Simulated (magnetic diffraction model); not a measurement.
# Solving a magnetic structure from powder neutron data: NdVS4

Space group I4_1/a (no. 88, origin choice 1), a = 6.4510 Å, c = 14.4660 Å.

```csv
site,atom,x,y,z
4a,Nd,0,0,0
4b,V,1/2,1/2,0
16f,S,0.2471,0.8570,0.1645
```

The compound is invented for this exercise: a known structure type with other elements, its cell scaled to their sizes and not relaxed.

Only Nd is taken to order (form factors of Nd3+); orders and moment sizes are assumed, and not adapted to the symmetry. Radiation: neutrons of λ = 1.909 Å, 1.5° to 40°; isotropic B of 0.28 Å² (Nd), 0.3 Å² (V) and 0.33 Å² (S). Simulated constant-wavelength pattern: nuclear and magnetic terms add, the magnetic one as |2.695 fm × Σ f S⊥ exp(2πi Q·r) exp(−B s²)|², summed over all Q at one angle with the factor 1/(sin²θ cos θ). For a modulated order the moment at position r is S exp(−2πi k·r) + c.c., with S = m/2 for a sine wave of amplitude m and S = m(u + iv)/2 for moments turning in a plane, u and v being orthogonal unit vectors in it; the phase factor of the sum at Q = H + k is then exp(2πi H·r). Free-ion form factors, Sears's scattering lengths of 1992, no absorption; a label names one of the reflections at its angle. The strongest nuclear line in the range is 100, and lines under 0.2 are left out.

Above the ordering temperature:

| 2θ (°) | index | I |
| --- | --- | --- |
| 18.65 | (1 0 1) | 70.8 |
| 28.62 | (1 0 3) | 13.2 |
| 28.65 | (1 1 2) | 66.2 |
| 30.61 | (0 0 4) | 0.3 |
| 37.81 | (2 0 2) | 11.2 |
| 39.37 | (1 1 4) | 38.5 |
| 39.43 | (1 2 1) | 100.0 |

Below it (cell unchanged):

```
2θ (°)      I
 14.43    6.9
 15.91    5.7
 18.36    4.8
 18.65   70.8
 18.96    4.8
 24.17    4.8
 28.01    2.9
 28.62   13.2
 28.65   66.2
 29.23    2.7
 30.61    0.3
 37.50    2.2
 37.81   11.2
 38.13    2.2
 38.76    2.9
 39.29    1.8
 39.37   38.5
 39.43  100.0
 39.59    1.8
 39.98    2.7
```

**Question.** Find the propagation vector, then choose among these models:
A. a sine wave with moments along [001] (amplitudes given), 1.8 μB on Nd; signs + at (0, 0, 0), − at (0, 1/2, 1/4)
B. a sine wave with moments along [010] (amplitudes given), 1.8 μB on Nd; signs + at (0, 0, 0), − at (0, 1/2, 1/4)
C. a sine wave with moments along [100] (amplitudes given), 1.8 μB on Nd; signs + at (0, 0, 0), − at (0, 1/2, 1/4)
D. moments turning in the plane of [010] and [001], 1.8 μB on Nd; signs + at (0, 0, 0), − at (0, 1/2, 1/4)

The new lines index as (0 0 1.903) at 14.43°, (0 0 2.097) at 15.91°, (1 0 0.903) at 18.36° and (1 0 1.097) at 18.96°, that is as H ± k with k = (0 0 0.097). Satellites come in pairs about each point of the reciprocal lattice.

Magnetic intensity, observed (below minus above) and for each model:

| 2θ (°) | index | observed | A | B | C | D |
| --- | --- | --- | --- | --- | --- | --- |
| 14.43 | (0 0 1.903) | 6.9 | <0.2 | 6.9 | 6.9 | 6.9 |
| 15.91 | (0 0 2.097) | 5.7 | <0.2 | 5.7 | 5.7 | 5.7 |
| 18.36 | (1 0 0.903) | 4.8 | 7.3 | 4.8 | 4.8 | 12.2 |
| 18.96 | (1 0 1.097) | 4.8 | 6.4 | 4.8 | 4.8 | 11.2 |
| 24.17 | (1 1 0.097) | 4.8 | 9.7 | 4.8 | 4.8 | 14.5 |
| 37.50 | (2 0 1.903) | 2.2 | 3.3 | 2.2 | 2.2 | 5.5 |
| 39.29 | (2 1 0.903) | 1.8 | 3.4 | 1.8 | 1.8 | 5.2 |
| 39.59 | (2 1 1.097) | 1.8 | 3.3 | 1.8 | 1.8 | 5.1 |

Models B and C match alike on every line, so these data can't choose among them (such ties are often domains of one structure).

The structure used: k = (0 0 0.097), a sine wave with moments along [010] (amplitudes given), 1.8 μB on Nd; signs + at (0, 0, 0), − at (0, 1/2, 1/4).

[Logs are printed without paths, hosts, clocks, repeated set-up lines and the standing remarks that a program may print on its own settings, such as how far it seeks lower states.]
